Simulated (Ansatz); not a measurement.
System: BAs (F-43m).

Symmetry: F-43m, No. 216, cubic system. Conventional cell: a = 4.777 Å, b = 4.777 Å, c = 4.777 Å, α = 90.00°, β = 90.00°, γ = 90.00°. Nearest to B lie 4 As at 2.07 Å. As has 4 B at 2.07 Å nearest. Farther neighbours are not listed.

```cif
data_structure
_symmetry_space_group_name_H-M 'P 1'
_symmetry_Int_Tables_number 1
_cell_length_a 3.3778
_cell_length_b 3.3778
_cell_length_c 3.3778
_cell_angle_alpha 60.000
_cell_angle_beta 60.000
_cell_angle_gamma 60.000
_cell_volume 27.25
loop_
_atom_site_label
_atom_site_type_symbol
_atom_site_fract_x
_atom_site_fract_y
_atom_site_fract_z
_atom_site_occupancy
B1 B 0.00000 0.00000 0.00000 1
As2 As 0.25000 0.25000 0.25000 1
```

The cell and positions come from the Crystallography Open Database and are kept as given unless a step says otherwise. PAW set soft_2, made with PBE.

Gaps computed with Ansatz 0.2.0 without a self-energy: PBE 1.18 eV, r2SCAN 1.37 eV, HSE06 1.83 eV and DDH-PBE0 1.71 eV.

**Question.** Estimate the G0W0@PBE gap with 6×6×6 mesh, 175 empty bands, screening to 200 eV, default PAW files.

About 1.85 eV: on its mesh the run moves the gap from 1.28 eV by +0.66 eV, and the mesh misses the edges by 0.10 eV. Among the scalar-relativistic levels given, HSE06 is nearest (−0.02 eV). Bands and cutoff are finite, so the gap is not at the basis limit. The miss can reach some tenths of an eV and take either sign; the mesh is an error of its own. The many-body steps are scalar-relativistic: spin-orbit coupling is not in them.

[Paths, hosts, dates, memory and timing lines, banners, echoed tables and standing remarks are left out of the program output.]

[Logs are printed without paths, hosts, clocks, repeated set-up lines and the standing remarks that a program may print on its own settings, such as how far it seeks lower states.]

[Runs of the session that timed out or met a known fault of the program may be left out.]

[Cells called generated may have been cut or substituted from an entry of the Crystallography Open Database or the Materials Project.]

[Hosts, paths, dates, database ids (printed as entryN), source tags and the programs' standing remarks are cut or masked in the printed files.]
